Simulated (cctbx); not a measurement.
**Diagnosing a refinement**

Cell a = 11.8210 Å, b = 12.0020 Å, c = 11.8930 Å, α = 90.00°, β = 90.00°, γ = 90.00°; space group Pbca (no. 61). The compound is Sn5Sb2Se9.

Simulated single-crystal data (cctbx): Mo Kα, λ = 0.71073 Å, to d = 0.65 Å, 70 % of the full sphere, strongest reflection 5000 counts, noise from counting, a 3 % proportional error and a noise floor of 4 counts (s.d.); no absorption, and some extinction, which the refinements don't model.

An anisotropic refinement with weights 1/σ² prints:

```text
Rint 0.046, 3209 unique reflections to 0.65 A
cycle     R1     wR2    GooF  max shift (A)
   1  0.1949  0.4155  10.593   0.00369
   2  0.0741  0.2040   5.202   0.00018
final R1 0.0742 wR2 0.2040 GooF 5.202  parameters 75  data/parameter 42.8
atom        x        y        z      Ueq    occ   su(xyz)  su(Uiso or U11)
Se1    0.20191  0.04124  0.36135  -0.0118  1.000  0.00009  0.0004  NPD
Sn1    0.35165  0.18797  0.06154   0.0020  1.000  0.00010  0.0004
Sn2    0.06227  0.35203  0.19097   0.0023  1.000  0.00010  0.0004
Sn3    0.00000  0.00000  0.00000   0.0015  1.000  0.00000  0.0006
Se2    0.21299  0.94232  0.04718   0.0022  1.000  0.00014  0.0006
Sb1    0.32433  0.16232  0.82637   0.0176  1.000  0.00015  0.0007
Se3    0.50000  0.50000  0.50000   0.0030  1.000  0.00000  0.0009
Se4    0.05218  0.28917  0.45121   0.0022  1.000  0.00014  0.0006
Se5    0.42881  0.05632  0.29369   0.0036  1.000  0.00015  0.0007
difference map: max 25.29 min -13.47 rms 1.53
Q1    0.2027  0.0405  0.3650    8   25.38  0.05 A from Se1
Q2    0.2065  0.5453  0.5319    8    4.56  0.25 A from Se2
Q3    0.1569  0.6752  0.0579    8    4.44  0.19 A from Sn1
Q4    0.0615  0.1510  0.6729    8    4.29  0.22 A from Sn2
Q5    0.0000  0.0000  0.0000    4    3.97  0.00 A from Sn3
Q6    0.0228  0.0031  0.5115    8    3.23  0.30 A from Se3
```

Q: Accept it or mend it, and why?

Mend it. The fault: elements exchanged: Sb1 is Se and Se1 is Sb. Against the right model at the same level, R1 goes from 0.0192 to 0.0742 and GooF from 1.04 to 5.20, U of Se1 shrinks from 0.0024 to -0.0118 Å², U of Sb1 swells from 0.0033 to 0.0176 Å², the top difference peak, 25.4 e/Å³, lies on Se1 and Se1 goes non-positive-definite. Sb1 has 17 electrons too many and its U swells to shed them, as expected; Se1 has 17 electrons too few and its U shrinks to make up, as expected.

The compound is Sn5Sb2Se9. The right model at the same level gives:

```text
Rint 0.046, 3209 unique reflections to 0.65 A
cycle     R1     wR2    GooF  max shift (A)
   1  0.0219  0.0463   1.179   0.00019
   2  0.0192  0.0410   1.045   0.00000
final R1 0.0192 wR2 0.0410 GooF 1.045  parameters 75  data/parameter 42.8
atom        x        y        z      Ueq    occ   su(xyz)  su(Uiso or U11)
Sb1    0.20190  0.04127  0.36142   0.0024  1.000  0.00002  0.0001
Sn1    0.35150  0.18779  0.06152   0.0030  1.000  0.00002  0.0001
Sn2    0.06221  0.35194  0.19070   0.0033  1.000  0.00002  0.0001
Sn3    0.00000  0.00000  0.00000   0.0026  1.000  0.00000  0.0001
Se1    0.21302  0.94248  0.04692   0.0033  1.000  0.00003  0.0001
Se2    0.32413  0.16228  0.82663   0.0033  1.000  0.00003  0.0001
Se3    0.50000  0.50000  0.50000   0.0040  1.000  0.00000  0.0002
Se4    0.05227  0.28909  0.45116   0.0033  1.000  0.00003  0.0001
Se5    0.42878  0.05630  0.29363   0.0047  1.000  0.00003  0.0001
difference map: max 1.44 min -1.64 rms 0.39
Q1    0.2266  0.5565  0.2312    8    1.46  1.77 A from Sb1
Q2    0.1630  0.5477  0.2632    8    1.46  1.15 A from Se5
Q3    0.0239  0.5739  0.7182    8    1.39  1.73 A from Sn2
Q4    0.1772  0.1777  0.1363    8    1.38  2.25 A from Sn1
Q5    0.1204  0.5844  0.0202    8    1.37  1.38 A from Sn1
Q6    0.2222  0.0218  0.9855    8    1.37  1.21 A from Se1
```

The model is made up (kin elements in a known structure type, no relaxation), so it says nothing on whether the phase exists.

[Middle refinement cycles are left out of these outputs.]

[Logs are printed without paths, hosts, clocks, repeated set-up lines and the standing remarks that a program may print on its own settings, such as how far it seeks lower states.]
